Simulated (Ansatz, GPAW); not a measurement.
# Ballistic transport through methylbenzenedithiol between two Cu chains, from relaxation to T(E)

How well does methylbenzenedithiol between two Cu chains conduct once its atoms have relaxed, and how much do cheaper levels lose?

Calculated with GPAW 26.7.0 and Ansatz 0.2.0; Ansatz plane waves; relaxation of the junction with the lead ends held; PAW set soft_1, in the first sound run; inputs show where later runs differ.

## Step 1: The structure

The cell holds 27 atoms: 12 Cu, 2 S, 7 C and 6 H. Its edges and angles: a = 16.518 Å, b = 11.330 Å, c = 33.247 Å, α = 90.0°, β = 90.0°, γ = 90.0°. Regions: left lead, 6 atoms (6 Cu); channel, 15 atoms (2 S, 7 C and 6 H); right lead, 6 atoms (6 Cu). Vacuum lies along a and b. The structure is stacked along c, and the current runs across the ab planes.

## Step 2: Relaxation

Transmission follows bond lengths closely, so the atoms between the held lead ends are relaxed first, from a slightly shaken start that lets symmetry break.

Contents of input.yaml:

```yaml
crystal:
  lattice:
    - [16.5182701827, 0.0, 0.0]
    - [0.0, 11.33015248, 0.0]
    - [0.0, 0.0, 33.2465275806]
  atoms:
    - { symbol: Cu, position: [0.5, 0.5, 0.0345900785] }
    - { symbol: Cu, position: [0.5, 0.5, 0.1037702356] }
    - { symbol: Cu, position: [0.5, 0.5, 0.1729503927] }
    - { symbol: Cu, position: [0.5, 0.5, 0.2421305497] }
    - { symbol: Cu, position: [0.5022782923, 0.5020570827, 0.3121813672] }
    - { symbol: Cu, position: [0.4980345792, 0.5022956903, 0.380339124] }
    - { symbol: S, position: [0.6053362493, 0.3902380111, 0.4044848283] }
    - { symbol: C, position: [0.5994022875, 0.3789221186, 0.4572115356] }
    - { symbol: H, position: [0.4676821842, 0.374895311, 0.462070859] }
    - { symbol: H, position: [0.7274002854, 0.380587274, 0.4649980933] }
    - { symbol: C, position: [0.5280049385, 0.3717785169, 0.4780542325] }
    - { symbol: C, position: [0.6732149185, 0.3788070699, 0.4793497832] }
    - { symbol: C, position: [0.5262621221, 0.3714919289, 0.5182289306] }
    - { symbol: C, position: [0.6728302327, 0.367299822, 0.5226375891] }
    - { symbol: H, position: [0.8020128974, 0.3762945864, 0.52454685] }
    - { symbol: H, position: [0.4684928501, 0.3615284707, 0.5356426892] }
    - { symbol: C, position: [0.5999556068, 0.3655453087, 0.5433496099] }
    - { symbol: C, position: [0.7525137976, 0.3685976331, 0.5440096442] }
    - { symbol: H, position: [0.7578735755, 0.2861295439, 0.5629052366] }
    - { symbol: H, position: [0.7577440655, 0.4487187023, 0.5646310769] }
    - { symbol: S, position: [0.5910575728, 0.3607879342, 0.5963464016] }
    - { symbol: Cu, position: [0.5011111199, 0.500348697, 0.6201148887] }
    - { symbol: Cu, position: [0.5007119397, 0.4985102857, 0.6887856769] }
    - { symbol: Cu, position: [0.5, 0.5, 0.7578694503] }
    - { symbol: Cu, position: [0.5, 0.5, 0.8270496073] }
    - { symbol: Cu, position: [0.5, 0.5, 0.8962297644] }
    - { symbol: Cu, position: [0.5, 0.5, 0.9654099215] }
kpoints:
  mp_grid: { grid: [1, 1, 3] }
hamiltonian:
  xc: pbe
  pseudopotentials: { kind: paw, azcp: { folder: soft_1 } }
scf:
  occupations: { method: fermi_dirac, width: 0.1 }
relax:
  f_tol: 0.03
  max_steps: 80
  constraints: [{ sites: [0, 1, 2, 3, 23, 24, 25, 26] }]
```

Command:

```console
ansatz run input.yaml --threads 4 --pin off --max-ram 8192MiB --backend cpu --events-out ev --progress --plain --runs-dir out
```

Numbers of over 12 decimals in the logs are rounded to 6 here.

The log of the run:

```text
Engine: ansatz 0.2.0, aarch64-unknown-linux-gnu
Pseudopotentials: kind: paw
Pseudopotential: Cu, paw, valence charge 19, recommended cutoff 420 eV (normal), soft_1/Cu.paw.azcp
Pseudopotential: S, paw, valence charge 6, recommended cutoff 420 eV (normal), soft_1/S.paw.azcp
Pseudopotential: C, paw, valence charge 4, recommended cutoff 420 eV (normal), soft_1/C.paw.azcp
Pseudopotential: H, paw, valence charge 1, recommended cutoff 420 eV (normal), soft_1/H.paw.azcp
Functional definition: PBE
  parameter kappa = 0.804
  parameter beta = 0.066725
  exchange = pbe_x(kappa = kappa, mu = beta*pi^2/3)
  correlation = pbe_c(beta = beta)
Crystal: 27 atoms, lattice volume = 6222.238 Å³
Basis set: ecut = 420 eV, 121581 PW (Γ), exchange–correlation on 240×160×450 points (8 copies of the dense FFT grid, shifted against one another)
Bands: 165, of which v1, the nominal top of the filled ones, is band 137 counted from 1 (136 counted from 0)
Symmetry: 1 space group operations
Space group: P1 (ITA 1), of the structure as read, at distance tolerance 1.8e-4 Å
k-points: 2 of 3 (time reversal used)
Non-local potential: Cu, projectors of the file, l = 0: 3, l = 1: 2, l = 2: 3, l = 3: 1
Non-local potential: S, projectors of the file, l = 0: 2, l = 1: 2, l = 2: 1
Non-local potential: C, projectors of the file, l = 0: 2, l = 1: 2, l = 2: 1
Non-local potential: H, projectors of the file, l = 0: 2, l = 1: 1
PAW form: soft (Blöchl's): semilocal exchange-correlation on the pseudo side does not see the compensation charge
PAW one-centre angular grid: Cu, 590 points (default); XC on 64 Gauss nodes
PAW one-centre angular grid: S, 110 points (default); XC on 64 Gauss nodes
PAW one-centre angular grid: C, 110 points (default); XC on 64 Gauss nodes
PAW one-centre angular grid: H, 110 points (default); XC on 64 Gauss nodes
Initial density: superposition of atomic densities (neutral atoms: chi_scale 0, normalization atom)
Initial wavefunctions: pseudopotential atomic-orbital guess
Functional: x = pbe(κ = 0.804, μ = 0.219515), c = pbe(β = 0.066725)
SCF iter   1: F=—  HF=-83150.481782 eV  |F-HF|=—  |Δ(HF+E_count)|=         —  Δρ=4.37e-2  dr2=1.77e2  ethr=3.10e-3  ⟨swp⟩=8.5  Hψ=1627  notcnv=0  defer=13
preconditioner: auto → LDOS  [metal: Δε(μ)=0.068 eV  Ē_g=5.349 eV  σ=0.100 eV  W_gap=0.17  n_scr=428 (ndim 8)  ℏωp=6.1 eV  f_vac=0.861  D(μ)=40.29/eV (n_scr^D=124)  β→1.0]
SCF iter   2: F=—  HF=-83144.603925 eV  |F-HF|=—  |Δ(HF+E_count)|=    5.88e0  Δρ=3.09e-2  dr2=5.02e1  ethr=3.10e-3  ⟨swp⟩=10.5  Hψ=1210  notcnv=0  defer=14
SCF iter   3: F=—  HF=-83134.556492 eV  |F-HF|=—  |Δ(HF+E_count)|=    1.00e1  Δρ=1.14e-2  dr2=7.51e0  ethr=3.10e-3  ⟨swp⟩=4.5  Hψ=1103  notcnv=0  defer=29
SCF iter   4: F=—  HF=-83134.508539 eV  |F-HF|=—  |Δ(HF+E_count)|=   4.80e-2  Δρ=9.33e-3  dr2=5.56e0  ethr=2.74e-3  ⟨swp⟩=6.0  Hψ=627  notcnv=0  defer=24
SCF iter   5: F=—  HF=-83134.131451 eV  |F-HF|=—  |Δ(HF+E_count)|=   3.77e-1  Δρ=2.87e-3  dr2=3.87e-1  ethr=2.03e-3  ⟨swp⟩=2.0  Hψ=572  notcnv=0  defer=24
SCF iter   6: F=—  HF=-83134.186698 eV  |F-HF|=—  |Δ(HF+E_count)|=   5.52e-2  Δρ=1.31e-3  dr2=6.99e-2  ethr=1.41e-4  ⟨swp⟩=2.0  Hψ=590  notcnv=0  defer=24
SCF iter   7: F=—  HF=-83134.201711 eV  |F-HF|=—  |Δ(HF+E_count)|=   1.50e-2  Δρ=5.72e-4  dr2=1.80e-2  ethr=2.55e-5  ⟨swp⟩=2.0  Hψ=437  notcnv=0  defer=24
SCF iter   8: F=—  HF=-83134.206708 eV  |F-HF|=—  |Δ(HF+E_count)|=   5.00e-3  Δρ=2.94e-4  dr2=5.92e-3  ethr=6.56e-6  ⟨swp⟩=2.0  Hψ=398  notcnv=0  defer=24
SCF iter   9: F=—  HF=-83134.210701 eV  |F-HF|=—  |Δ(HF+E_count)|=   3.99e-3  Δρ=2.13e-4  dr2=2.74e-3  ethr=2.16e-6  ⟨swp⟩=3.0  Hψ=514  notcnv=0  defer=24
SCF iter  10: F=—  HF=-83134.212079 eV  |F-HF|=—  |Δ(HF+E_count)|=   1.38e-3  Δρ=8.67e-5  dr2=4.49e-4  ethr=1.00e-6  ⟨swp⟩=1.0  Hψ=306  notcnv=0  defer=24
SCF iter  11: F=—  HF=-83134.212852 eV  |F-HF|=—  |Δ(HF+E_count)|=   7.74e-4  Δρ=3.29e-5  dr2=8.37e-5  ethr=1.64e-7  ⟨swp⟩=2.0  Hψ=435  notcnv=0  defer=24
SCF iter  12: F=—  HF=-83134.213106 eV  |F-HF|=—  |Δ(HF+E_count)|=   2.54e-4  Δρ=2.01e-5  dr2=3.05e-5  ethr=8.21e-9  ⟨swp⟩=5.0  Hψ=1134  notcnv=0
SCF iter  13: F=-83134.213205 eV  HF=-83134.213163 eV  |F-HF|=4.20e-5  |Δ(HF+E_count)|=   5.71e-5  Δρ=1.51e-5  dr2=1.35e-5  ethr=8.21e-9  ⟨swp⟩=4.0  Hψ=1041  notcnv=0
SCF 1 converged in 13 iterations: F = -83134.213205 eV  dr2 = 1.35e-5
  greatest PAW one-centre occupation: 1.000 electrons in one spin orbital (limit 2), on the Cu atom at site 3 (counted from 0), in its partial waves of l = 0
relax step   1: F+E_penalty+E_count = -83134.21320528 eV  Δ(F+E_penalty+E_count) = +0.000e0 eV  max|allowed force component| = 3.792e0 eV/Å  Δτ_max = 0.0000 Å  (13 SCF iters, dr2 threshold 2.25e-5 eV, accepted)
Initial density: handed on by an earlier stage of this run
Initial wavefunctions: those handed on with the density
iter 1 solved again at ethr=5.45e-4 eV; its pass at ethr=3.10e-3 eV (dr2=1.49e0 eV) is discarded
SCF iter   1: F=—  HF=-83135.211526 eV  |F-HF|=—  |Δ(HF+E_count)|=         —  Δρ=5.83e-3  dr2=1.53e0  ethr=5.45e-4  ⟨swp⟩=2.0  Hψ=1394  notcnv=0  defer=26
preconditioner: auto → LDOS  [metal: Δε(μ)=0.091 eV  Ē_g=6.213 eV  σ=0.100 eV  W_gap=0.21  n_scr=428 (ndim 8)  ℏωp=6.3 eV  f_vac=0.874  D(μ)=13.37/eV (n_scr^D=22)  β→1.0]
SCF iter   2: F=—  HF=-83134.992097 eV  |F-HF|=—  |Δ(HF+E_count)|=   2.19e-1  Δρ=2.47e-3  dr2=5.31e-1  ethr=5.45e-4  ⟨swp⟩=3.0  Hψ=699  notcnv=0  defer=26
SCF iter   3: F=—  HF=-83134.900228 eV  |F-HF|=—  |Δ(HF+E_count)|=   9.19e-2  Δρ=1.93e-3  dr2=1.57e-1  ethr=1.94e-4  ⟨swp⟩=3.0  Hψ=785  notcnv=0  defer=32
SCF iter   4: F=—  HF=-83134.884796 eV  |F-HF|=—  |Δ(HF+E_count)|=   1.54e-2  Δρ=5.66e-4  dr2=1.51e-2  ethr=5.72e-5  ⟨swp⟩=2.0  Hψ=545  notcnv=0  defer=32
SCF iter   5: F=—  HF=-83134.890439 eV  |F-HF|=—  |Δ(HF+E_count)|=   5.64e-3  Δρ=1.68e-4  dr2=1.66e-3  ethr=5.50e-6  ⟨swp⟩=2.5  Hψ=489  notcnv=0  defer=32
SCF iter   6: F=—  HF=-83134.893842 eV  |F-HF|=—  |Δ(HF+E_count)|=   3.40e-3  Δρ=1.29e-4  dr2=9.07e-4  ethr=6.06e-7  ⟨swp⟩=2.0  Hψ=468  notcnv=0  defer=32
SCF iter   7: F=—  HF=-83134.895191 eV  |F-HF|=—  |Δ(HF+E_count)|=   1.35e-3  Δρ=4.84e-5  dr2=1.54e-4  ethr=3.31e-7  ⟨swp⟩=2.0  Hψ=432  notcnv=0  defer=32
SCF iter   8: F=—  HF=-83134.895547 eV  |F-HF|=—  |Δ(HF+E_count)|=   3.56e-4  Δρ=1.90e-5  dr2=2.08e-5  ethr=5.61e-8  ⟨swp⟩=2.0  Hψ=458  notcnv=0  defer=32
SCF iter   9: F=-83134.895670 eV  HF=-83134.895591 eV  |F-HF|=7.85e-5  |Δ(HF+E_count)|=   4.39e-5  Δρ=9.64e-6  dr2=5.33e-6  ethr=7.60e-9  ⟨swp⟩=4.0  Hψ=860  notcnv=0
SCF 2 converged in 9 iterations: F = -83134.895670 eV  dr2 = 5.33e-6
[...]
relax step  49: F+E_penalty+E_count = -83135.84737792 eV  Δ(F+E_penalty+E_count) = -9.059e-4 eV  max|allowed force component| = 7.227e-2 eV/Å  Δτ_max = 0.2000 Å  (12 SCF iters, accepted)
relax step  50: F+E_penalty+E_count = -83135.84937221 eV  Δ(F+E_penalty+E_count) = -1.994e-3 eV  max|allowed force component| = 4.275e-2 eV/Å  Δτ_max = 0.0453 Å  (8 SCF iters, dr2 threshold 1.48e-6 eV, accepted)
relax step  51: F+E_penalty+E_count = -83135.85089767 eV  Δ(F+E_penalty+E_count) = -1.525e-3 eV  max|allowed force component| = 6.152e-2 eV/Å  Δτ_max = 0.1963 Å  (12 SCF iters, accepted)
relax step  52: F+E_penalty+E_count = -83135.85172802 eV  Δ(F+E_penalty+E_count) = -8.303e-4 eV  max|allowed force component| = 5.218e-2 eV/Å  Δτ_max = 0.0807 Å  (8 SCF iters, dr2 threshold 1.32e-6 eV, accepted)
relax step  53: F+E_penalty+E_count = -83135.85340221 eV  Δ(F+E_penalty+E_count) = -1.674e-3 eV  max|allowed force component| = 3.640e-2 eV/Å  Δτ_max = 0.1610 Å  (9 SCF iters, dr2 threshold 1.96e-6 eV, accepted)
relax step  54: F+E_penalty+E_count = -83135.85395815 eV  Δ(F+E_penalty+E_count) = -5.559e-4 eV  max|allowed force component| = 5.770e-2 eV/Å  Δτ_max = 0.1942 Å  (12 SCF iters, accepted)
relax step  55: F+E_penalty+E_count = -83135.85441935 eV  Δ(F+E_penalty+E_count) = -4.612e-4 eV  max|allowed force component| = 3.314e-2 eV/Å  Δτ_max = 0.0129 Å  (6 SCF iters, dr2 threshold 1.62e-6 eV, accepted)
relax step  56: F+E_penalty+E_count = -83135.85459995 eV  Δ(F+E_penalty+E_count) = -1.806e-4 eV  max|allowed force component| = 2.034e-2 eV/Å  Δτ_max = 0.0147 Å  (8 SCF iters, accepted)
relax step  57: F+E_penalty+E_count = -83135.85493706 eV  Δ(F+E_penalty+E_count) = -3.371e-4 eV  max|allowed force component| = 9.639e-3 eV/Å  Δτ_max = 0.0790 Å  (10 SCF iters, accepted)
SCF iter   1: F=—  HF=-83135.860697 eV  |F-HF|=—  |Δ(HF+E_count)|=         —  Δρ=8.22e-4  dr2=2.09e-2  ethr=8.30e-5  ⟨swp⟩=4.0  Hψ=796  notcnv=0  defer=26
preconditioner: auto → LDOS  [metal: Δε(μ)=0.179 eV  Ē_g=6.243 eV  σ=0.100 eV  W_gap=0.42  n_scr=428 (ndim 8)  ℏωp=6.3 eV  f_vac=0.874  D(μ)=11.87/eV (n_scr^D=22)  β→1.0]
SCF iter   2: F=—  HF=-83135.857292 eV  |F-HF|=—  |Δ(HF+E_count)|=   3.41e-3  Δρ=3.79e-4  dr2=1.08e-2  ethr=7.61e-6  ⟨swp⟩=2.5  Hψ=631  notcnv=0  defer=26
SCF iter   3: F=—  HF=-83135.855726 eV  |F-HF|=—  |Δ(HF+E_count)|=   1.57e-3  Δρ=2.51e-4  dr2=2.50e-3  ethr=3.96e-6  ⟨swp⟩=2.0  Hψ=574  notcnv=0  defer=26
SCF iter   4: F=—  HF=-83135.855351 eV  |F-HF|=—  |Δ(HF+E_count)|=   3.75e-4  Δρ=8.14e-5  dr2=2.76e-4  ethr=9.13e-7  ⟨swp⟩=2.0  Hψ=572  notcnv=0  defer=26
SCF iter   5: F=—  HF=-83135.855441 eV  |F-HF|=—  |Δ(HF+E_count)|=   8.99e-5  Δρ=1.77e-5  dr2=1.59e-5  ethr=1.01e-7  ⟨swp⟩=2.0  Hψ=539  notcnv=0  defer=26
SCF iter   6: F=—  HF=-83135.855034 eV  |F-HF|=—  |Δ(HF+E_count)|=   4.07e-4  Δρ=9.28e-6  dr2=4.53e-6  ethr=5.79e-9  ⟨swp⟩=2.0  Hψ=578  notcnv=0  defer=26
SCF iter   7: F=—  HF=-83135.855053 eV  |F-HF|=—  |Δ(HF+E_count)|=   1.98e-5  Δρ=6.44e-6  dr2=2.28e-6  ethr=1.65e-9  ⟨swp⟩=2.0  Hψ=443  notcnv=0  defer=26
SCF iter   8: F=—  HF=-83135.855058 eV  |F-HF|=—  |Δ(HF+E_count)|=   4.26e-6  Δρ=2.15e-6  dr2=3.01e-7  ethr=8.33e-10  ⟨swp⟩=2.0  Hψ=348  notcnv=0  defer=26
SCF iter   9: F=-83135.855060 eV  HF=-83135.855058 eV  |F-HF|=1.74e-6  |Δ(HF+E_count)|=   7.70e-7  Δρ=1.03e-6  dr2=8.28e-8  ethr=3.65e-11  ⟨swp⟩=5.0  Hψ=1077  notcnv=0
SCF 58 converged in 9 iterations: F = -83135.855060 eV  dr2 = 8.28e-8
relax step  58: F+E_penalty+E_count = -83135.85506011 eV  Δ(F+E_penalty+E_count) = -1.231e-4 eV  max|allowed force component| = 1.067e-2 eV/Å  Δτ_max = 0.0698 Å  (9 SCF iters, accepted)
SCF converged after 9 iterations
Free energy (F): -83135.855060 eV
Harris-Foulkes:  -83135.855058 eV  (|F-HF|=1.74e-6)
Internal energy: -83135.406846 eV  (E = F + TS)
E sigma→0 (E₀):  -83135.630953 eV
Entropy (-TS):   -0.448215 eV (-16.601 meV/atom)
Fermi energy:    -4.334842 eV
--- Per-component energies (eV) ---
  E_band       = -9256.569320
  E_kinetic    = 4043.002909
  E_local      = -159806.145910  (includes V_loc(G=0)·N_el)
  E_nonlocal   = 11082.498170
  E_hartree    = 73156.800684
  E_xc         = -1341.701979
  E_vxc        = -1643.501136  (∫ρ·V_xc dr)
  E_paw        = -23844.637989  (= ΣΔE_a)
  E_vpaw       = -9246.074270  (= ΣTr[D̂ρ^β])
  E_aug_tail   = 0.005253  (compensation charges beyond the density's cutoff)
  E_ewald      = 13574.772017
  E_smearing   = -0.448215  (= −TS)
  E_closure    = -0.000000  (closes the sum)
  Σ components = -83135.855060   (vs F -83135.855060, Δ=0.00e0)
--- Forces (eV/Å), atoms counted from 1 ---
  atom   1  Cu    -0.00509730     0.01294572     0.03958531
  atom   2  Cu    -0.00761085     0.01740437    -0.04203003
  atom   3  Cu     0.04429490    -0.11359714     0.05551418
  atom   4  Cu    -0.02229705     0.08923887     0.31289774
  atom   5  Cu    -0.00126338     0.00627498    -0.00461814
  atom   6  Cu    -0.00205167    -0.00327878    -0.00646146
  atom   7  S      0.00269156     0.00085218     0.00685332
  atom   8  C     -0.00807400    -0.00012649    -0.00496175
  atom   9  H     -0.00167757     0.00039590     0.00448111
  atom  10  H     -0.00116379     0.00173198    -0.00279447
  atom  11  C      0.00568394     0.00219614    -0.01034508
  atom  12  C      0.00454655    -0.00295914     0.01067408
  atom  13  C      0.00329226    -0.00474251     0.00331196
  atom  14  C      0.00003569     0.00016040    -0.00638419
  atom  15  H     -0.00119499     0.00022327     0.00007101
  atom  16  H     -0.00131963     0.00126824    -0.00222038
  atom  17  C     -0.00332923     0.00276694     0.00715301
  atom  18  C      0.00137474    -0.00069976     0.00241840
  atom  19  H      0.00004465     0.00070795    -0.00126253
  atom  20  H     -0.00112636    -0.00120616    -0.00098090
  atom  21  S      0.00113377     0.00171599    -0.00513756
  atom  22  Cu     0.00037323    -0.00019435     0.00032793
  atom  23  Cu    -0.00186490    -0.00044299     0.00032137
  atom  24  Cu    -0.09940090    -0.01587488    -0.30219996
  atom  25  Cu     0.12303974     0.00692324    -0.05638467
  atom  26  Cu    -0.01541978    -0.00017103     0.04138921
  atom  27  Cu    -0.01353843    -0.00156401    -0.03920989
  max |Σ_I F_I| component: 8.12e-5 eV/Å
--- Relaxed structure (58 steps of the walk, 58 accepted, 0 SCFs on fresh bases) ---
  F+E_penalty+E_count = -83135.85506011 eV   max|allowed force component| = 1.067e-2 eV/Å
  atoms:
    - { symbol: Cu, position: [0.5, 0.500000, 0.0345900785] }
    - { symbol: Cu, position: [0.5, 0.500000, 0.1037702356] }
    - { symbol: Cu, position: [0.5, 0.500000, 0.1729503927] }
    - { symbol: Cu, position: [0.5, 0.500000, 0.242131] }
    - { symbol: Cu, position: [0.531531, 0.394436, 0.299765] }
    - { symbol: Cu, position: [0.534510, 0.495415, 0.360537] }
    - { symbol: S, position: [0.613162, 0.523657, 0.410219] }
    - { symbol: C, position: [0.587553, 0.475744, 0.458656] }
    - { symbol: H, position: [0.463113, 0.536978, 0.461530] }
    - { symbol: H, position: [0.708447, 0.407614, 0.466397] }
    - { symbol: C, position: [0.512540, 0.495739, 0.478083] }
    - { symbol: C, position: [0.650398, 0.422556, 0.481200] }
    - { symbol: C, position: [0.502532, 0.464719, 0.518107] }
    - { symbol: C, position: [0.641134, 0.388444, 0.521114] }
    - { symbol: H, position: [0.763942, 0.325848, 0.523522] }
    - { symbol: H, position: [0.444702, 0.480637, 0.532951] }
    - { symbol: C, position: [0.565039, 0.409024, 0.540337] }
    - { symbol: C, position: [0.710321, 0.330905, 0.542885] }
    - { symbol: H, position: [0.694372, 0.241196, 0.552664] }
    - { symbol: H, position: [0.726054, 0.379928, 0.570314] }
    - { symbol: S, position: [0.548378, 0.348245, 0.588169] }
    - { symbol: Cu, position: [0.519862, 0.458198, 0.638045] }
    - { symbol: Cu, position: [0.577854, 0.501825, 0.699872] }
    - { symbol: Cu, position: [0.5, 0.500000, 0.7578694503] }
    - { symbol: Cu, position: [0.5, 0.500000, 0.8270496073] }
    - { symbol: Cu, position: [0.5, 0.500000, 0.8962297644] }
    - { symbol: Cu, position: [0.5, 0.500000, 0.9654099215] }
```

Run time: 64 min. Hardware: 4 threads of Arm Neoverse V1, shared host; peak memory 6.3 GiB; 4.2 h of CPU time.

Relaxation path (22 of 58):

```
step  energy less that of the first step (eV)  largest force component (eV/Å)
   1                                   0.0000                          3.7923
   4                                  -1.0455                          0.1733
   6                                  -1.2239                          0.2066
   9                                  -1.4763                          0.0972
  12                                  -1.5369                          0.0509
  15                                  -1.5629                          0.1577
  17                                  -1.5836                          0.0999
  20                                  -1.5976                          0.0865
  23                                  -1.6045                          0.0712
  25                                  -1.6068                          0.0357
  28                                  -1.6095                          0.0397
  31                                  -1.6117                          0.0466
  34                                  -1.6133                          0.0557
  36                                  -1.6142                          0.0713
  39                                  -1.6175                          0.0999
  42                                  -1.6229                          0.0549
  44                                  -1.6259                          0.0743
  47                                  -1.6318                          0.1061
  50                                  -1.6362                          0.0428
  53                                  -1.6402                          0.0364
  55                                  -1.6412                          0.0331
  58                                  -1.6419                          0.0107
```

The atoms that moved most (Å):

```
atom      dx      dy      dz  length
  H9  -0.075   1.836  -0.018   1.838
  S7   0.129   1.512   0.191   1.529
 C11  -0.255   1.404   0.001   1.428
 H16  -0.393   1.350  -0.089   1.408
 Cu5   0.483  -1.219  -0.413   1.375
Cu23   1.274   0.038   0.369   1.327
 H19  -1.049  -0.509  -0.340   1.215
 C13  -0.392   1.056  -0.004   1.127
```

This step gave:

```yaml
free_energy: -83135.8551 eV
smearing_term_ts: 0.4482 eV
symmetry_operations: 1
```

The relaxation lowered the energy of the cell by 1.64 eV.

(Part 1 of 3 ends here.)

[Logs are printed without paths, hosts, clocks, repeated set-up lines and the standing remarks that a program may print on its own settings, such as how far it seeks lower states.]

[Hosts, paths, dates, database ids (printed as entryN), source tags and the programs' standing remarks are cut or masked in the printed files.]
